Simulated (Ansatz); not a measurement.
**Cl on Pt(100): change of the work function**

Wanted: Δφ(θ) for Cl/Pt(100), starting from the hollow site.

Calculated with Ansatz 0.2.0; plane-wave DFT, PBE, Ansatz PAW.

### Step 1. Starting point

The cell holds 4 atoms: 4 Pt. Its edges and angles: a = 2.772 Å, b = 2.772 Å, c = 23.880 Å, α = 90.0°, β = 90.0°, γ = 90.0°. Vacuum lies along c.

### Step 2. The clean slab

The bare slab comes first, as the zero from which every change is counted. The two lowest layers are held at bulk places and the upper ones relax. The dipole correction removes the false field that a one-sided slab makes across the periodic vacuum, so each face gets a flat vacuum level of its own.

The input, input.yaml:

```yaml
crystal:
  lattice:
    - [2.7718585823, 0.0, 0.0]
    - [0.0, 2.7718585823, 0.0]
    - [0.0, 0.0, 23.88]
  atoms:
    - { symbol: Pt, position: [0.5, 0.5, 0.3768844221] }
    - { symbol: Pt, position: [0.0, 0.0, 0.458961474] }
    - { symbol: Pt, position: [0.5, 0.5, 0.541038526] }
    - { symbol: Pt, position: [0.0, 0.0, 0.6231155779] }
kpoints:
  mp_grid: { grid: [12, 12, 1] }
hamiltonian:
  xc: pbe
scf:
  occupations: { method: fermi_dirac, width: 0.1 }
  convergence: { dr2_threshold: 1.0e-08 }
efield:
  axis: 3
  dipole_correction: true
  ramp_position: 0.97
  ramp_width: 0.06
relax:
  f_tol: 0.02
  max_steps: 60
  constraints: [{ sites: [0, 1] }]
output:
  write_potential: true
  write_density: true
  volumetric_format: npy
```

Command:

```console
$ ansatz run input.yaml --threads 4 --pin off --max-ram 16384MiB --backend cpu --events-out ev --progress --plain --runs-dir out
```

What it wrote:

```text
Engine: ansatz 0.2.0, aarch64-unknown-linux-gnu
Pseudopotentials: kind: paw
Pseudopotential: Pt, paw, valence charge 18, recommended cutoff 420 eV (normal), Pt.paw.azcp
Functional definition: PBE
  parameter kappa = 0.804
  parameter beta = 0.066725
  exchange = pbe_x(kappa = kappa, mu = beta*pi^2/3)
  correlation = pbe_c(beta = beta)
Crystal: 4 atoms, lattice volume = 183.475 Å³
Basis set: ecut = 420 eV, 3659 PW (Γ), exchange–correlation on 40×40×320 points (8 copies of the dense FFT grid, shifted against one another)
Bands: 44, of which v1, the nominal top of the filled ones, is band 36 counted from 1 (35 counted from 0)
Symmetry: 8 space group operations
k-points: 28 of 144
Non-local potential: Pt, projectors of the file, l = 0: 3, l = 1: 2, l = 2: 2, l = 3: 1
PAW form: soft (Blöchl's): semilocal exchange-correlation on the pseudo side does not see the compensation charge
PAW one-centre angular grid: Pt, 590 points (default); XC on 64 Gauss nodes
Initial density: superposition of atomic densities (neutral atoms: chi_scale 0, normalization atom), corrected by the library's trained network
Initial wavefunctions: pseudopotential atomic-orbital guess
Functional: x = pbe(κ = 0.804, μ = 0.219515), c = pbe(β = 0.066725)
SCF iter   1: F=—  HF=-50090.468609 eV  |F-HF|=—  |Δ(HF+E_count)|=         —  Δρ=8.04e-3  dr2=7.30e-1  ethr=1.77e-3  p=0.000 e·Å  D=1.04e-13 V/Å  ΔV_dip=-0.00 eV  dr2_dipole=4.98e-7  V_vac-E_F(+/−)=5.19/5.19 eV  ⟨swp⟩=8.3  Hψ=5558  notcnv=0  defer=9
efield: sawtooth ramp at fractional position 0.9700 (set: `efield.ramp_position`, or a place that a band, a saddle search or an elastic batch's reference lends), width 0.0600; the density the first Hamiltonian is built on has a dipole p = 0.000 e·Å; the dipole correction subtracts the counter field D = 1.04e-13 V/Å, which shifts the + side's vacuum level by -0.00 eV against the − side's; the planar-averaged density in the ramp window peaks in size at 3.8e-6 e/Å³
preconditioner: auto → LDOS  [metal: Δε(μ)=0.022 eV  Ē_g=7.459 eV  σ=0.100 eV  W_gap=0.05  n_scr=36 (ndim 8)  ℏωp=17.3 eV  f_vac=0.607  D(μ)=6.87/eV (n_scr^D=54)  β→1.0]
SCF iter   2: F=—  HF=-50090.449355 eV  |F-HF|=—  |Δ(HF+E_count)|=   1.93e-2  Δρ=5.49e-3  dr2=9.54e-2  ethr=1.01e-3  p=0.000 e·Å  D=3.52e-5 V/Å  ΔV_dip=-0.00 eV  dr2_dipole=5.42e-7  V_vac-E_F(+/−)=5.66/5.67 eV  ⟨swp⟩=2.4  Hψ=1628  notcnv=0  defer=30
SCF iter   3: F=—  HF=-50090.441055 eV  |F-HF|=—  |Δ(HF+E_count)|=   8.30e-3  Δρ=1.95e-3  dr2=6.90e-2  ethr=1.33e-4  p=0.000 e·Å  D=4.87e-6 V/Å  ΔV_dip=-0.00 eV  dr2_dipole=4.18e-8  V_vac-E_F(+/−)=5.55/5.55 eV  ⟨swp⟩=2.0  Hψ=1911  notcnv=0  defer=30
SCF iter   4: F=—  HF=-50090.437309 eV  |F-HF|=—  |Δ(HF+E_count)|=   3.75e-3  Δρ=6.62e-4  dr2=1.10e-3  ethr=9.59e-5  p=0.000 e·Å  D=7.89e-7 V/Å  ΔV_dip=-0.00 eV  dr2_dipole=9.83e-10  V_vac-E_F(+/−)=5.66/5.66 eV  ⟨swp⟩=1.8  Hψ=1304  notcnv=0  defer=30
SCF iter   5: F=—  HF=-50090.437574 eV  |F-HF|=—  |Δ(HF+E_count)|=   2.65e-4  Δρ=2.48e-4  dr2=1.11e-4  ethr=1.52e-6  p=0.000 e·Å  D=8.19e-7 V/Å  ΔV_dip=-0.00 eV  dr2_dipole=2.05e-10  V_vac-E_F(+/−)=5.65/5.65 eV  ⟨swp⟩=2.8  Hψ=2122  notcnv=0  defer=30
SCF iter   6: F=—  HF=-50090.437595 eV  |F-HF|=—  |Δ(HF+E_count)|=   2.06e-5  Δρ=5.85e-5  dr2=1.53e-5  ethr=1.55e-7  p=-0.000 e·Å  D=-4.67e-8 V/Å  ΔV_dip=0.00 eV  dr2_dipole=3.46e-11  V_vac-E_F(+/−)=5.64/5.64 eV  ⟨swp⟩=2.1  Hψ=1826  notcnv=0  defer=30
SCF iter   7: F=—  HF=-50090.437619 eV  |F-HF|=—  |Δ(HF+E_count)|=   2.43e-5  Δρ=2.04e-5  dr2=1.14e-6  ethr=2.12e-8  p=-0.000 e·Å  D=-2.67e-7 V/Å  ΔV_dip=0.00 eV  dr2_dipole=3.82e-11  V_vac-E_F(+/−)=5.64/5.64 eV  ⟨swp⟩=2.3  Hψ=1864  notcnv=0  defer=30
SCF iter   8: F=—  HF=-50090.437617 eV  |F-HF|=—  |Δ(HF+E_count)|=   1.89e-6  Δρ=8.32e-6  dr2=3.11e-7  ethr=1.58e-9  p=0.000 e·Å  D=8.03e-9 V/Å  ΔV_dip=-0.00 eV  dr2_dipole=2.56e-13  V_vac-E_F(+/−)=5.64/5.64 eV  ⟨swp⟩=3.0  Hψ=2287  notcnv=0  defer=28
SCF iter   9: F=—  HF=-50090.437617 eV  |F-HF|=—  |Δ(HF+E_count)|=   1.58e-8  Δρ=1.89e-6  dr2=2.08e-8  ethr=4.31e-10  p=-0.000 e·Å  D=-4.39e-8 V/Å  ΔV_dip=0.00 eV  dr2_dipole=1.32e-12  V_vac-E_F(+/−)=5.64/5.64 eV  ⟨swp⟩=2.0  Hψ=1753  notcnv=0  defer=28
SCF iter  10: F=-50090.437617 eV  HF=-50090.437617 eV  |F-HF|=2.75e-9  |Δ(HF+E_count)|=   8.80e-9  Δρ=3.52e-7  dr2=3.02e-10  ethr=1.39e-11  p=-0.000 e·Å  D=-1.79e-8 V/Å  ΔV_dip=0.00 eV  dr2_dipole=1.19e-13  V_vac-E_F(+/−)=5.64/5.64 eV  ⟨swp⟩=10.2  Hψ=8697  notcnv=0
SCF 1 converged in 10 iterations: F = -50090.437617 eV  dr2 = 3.02e-10
  greatest PAW one-centre occupation: 1.000 electrons in one spin orbital (limit 2), on the Pt atom at site 2 (counted from 0), in its partial waves of l = 0
relax step   1: F+E_penalty+E_count = -50090.43761743 eV  Δ(F+E_penalty+E_count) = +0.000e0 eV  max|allowed force component| = 2.113e-1 eV/Å  Δτ_max = 0.0000 Å  (10 SCF iters, accepted)
Initial density: handed on by an earlier stage of this run
Initial wavefunctions: those handed on with the density
iter 1 solved again at ethr=1.68e-4 eV; its pass at ethr=3.10e-3 eV (dr2=1.21e-1 eV) is discarded
SCF iter   1: F=—  HF=-50090.448861 eV  |F-HF|=—  |Δ(HF+E_count)|=         —  Δρ=7.20e-3  dr2=1.44e-1  ethr=1.68e-4  p=0.000 e·Å  D=1.16e-7 V/Å  ΔV_dip=-0.00 eV  dr2_dipole=2.86e-2  V_vac-E_F(+/−)=5.68/5.68 eV  ⟨swp⟩=2.0  Hψ=4900  notcnv=0  defer=32
efield: sawtooth ramp at fractional position 0.9700 (set: `efield.ramp_position`, or a place that a band, a saddle search or an elastic batch's reference lends), width 0.0600; the density the first Hamiltonian is built on has a dipole p = 0.000 e·Å; the dipole correction subtracts the counter field D = 1.16e-7 V/Å, which shifts the + side's vacuum level by -0.00 eV against the − side's; the planar-averaged density in the ramp window peaks in size at 7.2e-7 e/Å³
eigensolver tolerance schedule calibrated: the retry pair's looser diagonalisation under-reported the residual by θ = 0.16 (0.12/decade); ethr = c·dr2/N_el runs at the constant in force after the calibration composes with the one it found (an armed cap, an earlier calibration), c = 6.5e-2
preconditioner: auto → LDOS  [metal: Δε(μ)=0.007 eV  Ē_g=7.403 eV  σ=0.100 eV  W_gap=0.02  n_scr=36 (ndim 8)  ℏωp=17.3 eV  f_vac=0.602  D(μ)=7.40/eV (n_scr^D=64)  β→1.0]
SCF iter   2: F=—  HF=-50090.446790 eV  |F-HF|=—  |Δ(HF+E_count)|=   2.07e-3  Δρ=3.16e-3  dr2=5.27e-2  ethr=1.30e-4  p=0.004 e·Å  D=4.28e-3 V/Å  ΔV_dip=-0.10 eV  dr2_dipole=1.12e-2  V_vac-E_F(+/−)=5.57/5.67 eV  ⟨swp⟩=2.0  Hψ=2079  notcnv=0  defer=32
[...]
SCF iter   4: F=—  HF=-50090.445358 eV  |F-HF|=—  |Δ(HF+E_count)|=   1.13e-3  Δρ=1.63e-4  dr2=6.22e-5  ethr=9.24e-6  p=-0.000 e·Å  D=-5.09e-5 V/Å  ΔV_dip=0.00 eV  dr2_dipole=3.74e-6  V_vac-E_F(+/−)=5.65/5.65 eV  ⟨swp⟩=2.0  Hψ=1819  notcnv=0  defer=33
SCF iter   5: F=—  HF=-50090.445347 eV  |F-HF|=—  |Δ(HF+E_count)|=   1.14e-5  Δρ=5.80e-5  dr2=2.88e-5  ethr=8.64e-8  p=-0.000 e·Å  D=-5.54e-5 V/Å  ΔV_dip=0.00 eV  dr2_dipole=1.59e-7  V_vac-E_F(+/−)=5.65/5.65 eV  ⟨swp⟩=3.0  Hψ=2355  notcnv=0  defer=33
SCF iter   6: F=—  HF=-50090.445350 eV  |F-HF|=—  |Δ(HF+E_count)|=   3.11e-6  Δρ=2.93e-5  dr2=1.00e-5  ethr=4.00e-8  p=-0.000 e·Å  D=-9.50e-5 V/Å  ΔV_dip=0.00 eV  dr2_dipole=4.97e-10  V_vac-E_F(+/−)=5.65/5.65 eV  ⟨swp⟩=1.0  Hψ=1199  notcnv=0  defer=33
SCF iter   7: F=—  HF=-50090.445343 eV  |F-HF|=—  |Δ(HF+E_count)|=   6.53e-6  Δρ=1.44e-5  dr2=1.38e-6  ethr=1.39e-8  p=-0.000 e·Å  D=-1.18e-4 V/Å  ΔV_dip=0.00 eV  dr2_dipole=5.10e-9  V_vac-E_F(+/−)=5.65/5.65 eV  ⟨swp⟩=1.1  Hψ=1219  notcnv=0  defer=33
SCF iter   8: F=—  HF=-50090.445344 eV  |F-HF|=—  |Δ(HF+E_count)|=   6.77e-7  Δρ=5.00e-6  dr2=9.92e-8  ethr=1.91e-9  p=-0.000 e·Å  D=-1.35e-4 V/Å  ΔV_dip=0.00 eV  dr2_dipole=3.42e-10  V_vac-E_F(+/−)=5.65/5.65 eV  ⟨swp⟩=2.0  Hψ=1449  notcnv=0  defer=33
SCF iter   9: F=—  HF=-50090.445344 eV  |F-HF|=—  |Δ(HF+E_count)|=   1.17e-7  Δρ=1.59e-6  dr2=1.06e-8  ethr=1.38e-10  p=-0.000 e·Å  D=-1.32e-4 V/Å  ΔV_dip=0.00 eV  dr2_dipole=1.56e-10  V_vac-E_F(+/−)=5.65/5.65 eV  ⟨swp⟩=2.1  Hψ=1693  notcnv=0  defer=33
SCF iter  10: F=-50090.445344 eV  HF=-50090.445344 eV  |F-HF|=4.93e-9  |Δ(HF+E_count)|=   2.56e-8  Δρ=6.75e-7  dr2=2.59e-9  ethr=1.39e-11  p=-0.000 e·Å  D=-1.31e-4 V/Å  ΔV_dip=0.00 eV  dr2_dipole=4.34e-11  V_vac-E_F(+/−)=5.65/5.65 eV  ⟨swp⟩=9.1  Hψ=7976  notcnv=0
SCF 3 converged in 10 iterations: F = -50090.445344 eV  dr2 = 2.59e-9
relax step   3: F+E_penalty+E_count = -50090.44534417 eV  Δ(F+E_penalty+E_count) = -7.708e-3 eV  max|allowed force component| = 2.648e-2 eV/Å  Δτ_max = 0.0673 Å  (10 SCF iters, accepted)
SCF iter   1: F=—  HF=-50090.445437 eV  |F-HF|=—  |Δ(HF+E_count)|=         —  Δρ=3.18e-4  dr2=1.94e-4  ethr=7.05e-6  p=-0.000 e·Å  D=-1.31e-4 V/Å  ΔV_dip=0.00 eV  dr2_dipole=2.64e-5  V_vac-E_F(+/−)=5.66/5.65 eV  ⟨swp⟩=2.1  Hψ=2394  notcnv=0  defer=32
efield: sawtooth ramp at fractional position 0.9700 (set: `efield.ramp_position`, or a place that a band, a saddle search or an elastic batch's reference lends), width 0.0600; the density the first Hamiltonian is built on has a dipole p = -0.000 e·Å; the dipole correction subtracts the counter field D = -1.31e-4 V/Å, which shifts the + side's vacuum level by +0.00 eV against the − side's; the planar-averaged density in the ramp window peaks in size at 4.8e-7 e/Å³
preconditioner: auto → LDOS  [metal: Δε(μ)=0.022 eV  Ē_g=7.459 eV  σ=0.100 eV  W_gap=0.06  n_scr=36 (ndim 8)  ℏωp=17.3 eV  f_vac=0.605  D(μ)=7.26/eV (n_scr^D=64)  β→1.0]
SCF iter   2: F=—  HF=-50090.445425 eV  |F-HF|=—  |Δ(HF+E_count)|=   1.19e-5  Δρ=1.34e-4  dr2=8.54e-5  ethr=2.70e-7  p=0.000 e·Å  D=5.04e-5 V/Å  ΔV_dip=-0.00 eV  dr2_dipole=1.99e-5  V_vac-E_F(+/−)=5.65/5.65 eV  ⟨swp⟩=2.9  Hψ=2553  notcnv=0  defer=32
SCF iter   3: F=—  HF=-50090.445416 eV  |F-HF|=—  |Δ(HF+E_count)|=   9.02e-6  Δρ=4.28e-5  dr2=1.09e-5  ethr=1.19e-7  p=-0.000 e·Å  D=-1.63e-4 V/Å  ΔV_dip=0.00 eV  dr2_dipole=2.88e-7  V_vac-E_F(+/−)=5.66/5.65 eV  ⟨swp⟩=2.0  Hψ=1825  notcnv=0  defer=32
SCF iter   4: F=—  HF=-50090.445411 eV  |F-HF|=—  |Δ(HF+E_count)|=   5.54e-6  Δρ=1.49e-5  dr2=5.94e-7  ethr=1.51e-8  p=-0.000 e·Å  D=-1.36e-4 V/Å  ΔV_dip=0.00 eV  dr2_dipole=3.80e-9  V_vac-E_F(+/−)=5.66/5.65 eV  ⟨swp⟩=2.0  Hψ=1747  notcnv=0  defer=32
SCF iter   5: F=—  HF=-50090.445412 eV  |F-HF|=—  |Δ(HF+E_count)|=   1.84e-6  Δρ=5.87e-6  dr2=3.03e-7  ethr=8.25e-10  p=-0.000 e·Å  D=-1.31e-4 V/Å  ΔV_dip=0.00 eV  dr2_dipole=1.47e-9  V_vac-E_F(+/−)=5.66/5.65 eV  ⟨swp⟩=2.9  Hψ=2117  notcnv=0  defer=32
SCF iter   6: F=—  HF=-50090.445412 eV  |F-HF|=—  |Δ(HF+E_count)|=   4.17e-8  Δρ=3.53e-6  dr2=1.11e-7  ethr=4.20e-10  p=-0.000 e·Å  D=-1.33e-4 V/Å  ΔV_dip=0.00 eV  dr2_dipole=7.73e-10  V_vac-E_F(+/−)=5.66/5.65 eV  ⟨swp⟩=1.1  Hψ=1201  notcnv=0  defer=32
SCF iter   7: F=-50090.445413 eV  HF=-50090.445413 eV  |F-HF|=8.53e-9  |Δ(HF+E_count)|=   3.68e-8  Δρ=1.34e-6  dr2=8.34e-9  ethr=1.39e-11  p=-0.000 e·Å  D=-1.32e-4 V/Å  ΔV_dip=0.00 eV  dr2_dipole=3.90e-12  V_vac-E_F(+/−)=5.66/5.65 eV  ⟨swp⟩=9.0  Hψ=8757  notcnv=0
SCF 4 converged in 7 iterations: F = -50090.445413 eV  dr2 = 8.34e-9
relax step   4: F+E_penalty+E_count = -50090.44541254 eV  Δ(F+E_penalty+E_count) = -6.837e-5 eV  max|allowed force component| = 8.249e-4 eV/Å  Δτ_max = 0.0046 Å  (7 SCF iters, accepted)
NSCF: frozen V_eff on 28 k-points
the band table was solved once a step of the walk had ended and its energy, with any forces and stress, was formed, with the checks that follow a solve (6532 applications of the Hamiltonian). They found nothing against the state; the energy, forces and stress were not computed again (output.eigenvalues in the input reference)
WARN: The output density's exchange-correlation potential varies sharply where the density is thin. Do not read a vacuum level from v_tot or v_xc, or from such a field of the output density. On a cell that repeats whose density bears no net charge and no dipole along the vacuum's axis use v_es (v_loc + v_h of the components); under efield.dipole_correction with no amplitude use v_es + v_field, which holds any externa [...]
SCF converged after 7 iterations
Free energy (F): -50090.445413 eV
Harris-Foulkes:  -50090.445413 eV  (|F-HF|=8.53e-9)
Internal energy: -50090.216692 eV  (E = F + TS)
E sigma→0 (E₀):  -50090.331052 eV
Entropy (-TS):   -0.228721 eV (-57.180 meV/atom)
Fermi energy:    3.855133 eV
Dipole field:    D = -0.000129 V/Å  (p = -0.000131 e·Å, saw-weighted, corrected)
Work function:   Φ+ = 5.6553 eV   Φ− = 5.6522 eV
Levels:          The Fermi level and band energies are counted from a zero that moves with the ramp; work functions are not
--- Per-component energies (eV) ---
  E_band       = -1889.403345
  E_kinetic    = 2546.711662
  E_local      = -116444.306202  (includes V_loc(G=0)·N_el)
  E_nonlocal   = 801.046174
  E_hartree    = 56784.297527
  E_xc         = -1043.845394
  E_vxc        = -1206.741734  (∫ρ·V_xc dr)
  E_paw        = -37816.425362  (= ΣΔE_a)
  E_vpaw       = -1154.697666  (= ΣTr[D̂ρ^β])
  E_aug_tail   = 0.000804  (compensation charges beyond the density's cutoff)
  E_efield     = 0.000000  (sawtooth field / dipole correction)
  E_vefield    = 0.000241  (∫n·V_field dr)
  E_ewald      = 45082.304099
  E_smearing   = -0.228721  (= −TS)
  E_closure    = -0.000000  (closes the sum)
  Σ components = -50090.445413   (vs F -50090.445413, Δ=0.00e0)
--- Forces (eV/Å), atoms counted from 1 ---
  atom   1  Pt    -0.00000000     0.00000000    -0.09145915
  atom   2  Pt     0.00000000     0.00000000     0.09063185
  atom   3  Pt     0.00000000     0.00000000     0.00002566
  atom   4  Pt     0.00000000     0.00000000     0.00082491
  max |Σ_I F_I| component: 2.33e-5 eV/Å
--- Band table (eV; the first three rows and the last of 28) ---
  k-point 0: bands = [... 32 lower, 3.1245, 3.2159, 3.2159, 3.8341, 4.0018, 4.1157, 4.1157, 4.1269, ... 4 higher]
  k-point 1: bands = [... 32 lower, 2.7441, 2.7810, 3.4747, 3.5937, 3.6566, 3.8896, 4.1778, 4.7078, ... 4 higher]
  k-point 2: bands = [... 32 lower, 2.4631, 2.4811, 3.4027, 3.4128, 3.4257, 3.8354, 4.1687, 5.6199, ... 4 higher]
  k-point 27: bands = [... 32 lower, 4.3781, 4.3925, 4.9579, 4.9788, 7.2040, 7.2040, 9.9928, 9.9928, ... 4 higher]
--- Relaxed structure (4 steps of the walk, 4 accepted, 0 SCFs on fresh bases) ---
  F+E_penalty+E_count = -50090.44541254 eV   max|allowed force component| = 8.249e-4 eV/Å
  atoms:
    - { symbol: Pt, position: [0.5, 0.5, 0.3768844221] }
    - { symbol: Pt, position: [0.0, 0.0, 0.458961474] }
    - { symbol: Pt, position: [0.5, 0.5, 0.542925] }
    - { symbol: Pt, position: [0, 0.0, 0.625565] }
```

It took 23 s on 4 threads of Arm Neoverse V1, shared host; peak memory 0.54 GiB; 89 s of CPU time.

In the SCF lines HF is the Harris–Foulkes energy and dr2 the Hartree energy of the density residual, in eV; the loop may stop once dr2 is under the threshold and the program's other checks hold. Hψ counts applications of the Hamiltonian.

Relaxation path:

```csv
step,energy less that of the first step (eV),largest force component (eV/Å)
1,0.0000,0.2113
2,0.0000,0.1645
3,-0.0077,0.0265
4,-0.0078,0.0008
```

The run keeps the 8 symmetry operations that the program found, so distortions that break them were not tested.

The atoms that moved most (Å):

```csv
atom,dx,dy,dz,length
Pt4,0.000,0.000,0.058,0.058
Pt3,0.000,0.000,0.045,0.045
```

Final coordinates:

```cif
data_structure
_symmetry_space_group_name_H-M 'P 1'
_symmetry_Int_Tables_number 1
_cell_length_a 2.7719
_cell_length_b 2.7719
_cell_length_c 23.8800
_cell_angle_alpha 90.000
_cell_angle_beta 90.000
_cell_angle_gamma 90.000
_cell_volume 183.47
loop_
_atom_site_label
_atom_site_type_symbol
_atom_site_fract_x
_atom_site_fract_y
_atom_site_fract_z
_atom_site_occupancy
Pt1 Pt 0.50000 0.50000 0.37688 1
Pt2 Pt 0.00000 0.00000 0.45896 1
Pt3 Pt 0.50000 0.50000 0.54293 1
Pt4 Pt 0.00000 0.00000 0.62557 1
```

Numbers from this step:

```yaml
energy_at_zero_smearing: -50090.3311 eV
work_function_upper_face: 5.655 eV
dipole_along_the_normal: -1.31e-4 e·Å
```

Running mean over 1.96 Å of the planar mean; the ramp of the sawtooth is left out. Table of electron's electrostatic potential energy less the Fermi level by z:

```csv
z (Å),electron's electrostatic potential energy less the Fermi level (eV)
3.0,5.65
3.5,5.65
4.0,5.65
4.5,5.65
5.0,5.65
5.5,5.64
6.0,5.61
6.5,5.48
7.0,4.96
7.5,2.59
8.0,-3.03
8.5,-8.79
9.0,-11.3
9.5,-11.8
10.0,-12.0
10.5,-12.1
11.0,-12.1
11.5,-11.9
12.0,-11.7
12.5,-11.9
13.0,-12.1
13.5,-12.0
14.0,-11.8
14.5,-11.7
15.0,-11.1
15.5,-8.20
16.0,-2.23
16.5,3.06
17.0,5.07
17.5,5.51
18.0,5.62
18.5,5.65
19.0,5.65
19.5,5.65
20.0,5.66
20.5,5.66
```

The relaxation took 4 steps and lowered the energy by 0.0078 eV; the largest force on the free atoms ends at 8.2e-4 eV/Å.

The work function of the upper face is 5.66 eV.

(Part 1 of 4 ends here.)

[Long decimals in the printed logs are rounded to 6 places.]

[Logs are printed without paths, hosts, clocks, repeated set-up lines and the standing remarks that a program may print on its own settings, such as how far it seeks lower states.]

[Hosts, paths, dates, database ids (printed as entryN), source tags and the programs' standing remarks are cut or masked in the printed files.]

[Maps of the electrostatic potential energy from Ansatz leave out the sawtooth potential of an applied field or a dipole correction, so their vacuum need not be flat; planar profiles and work functions include it.]
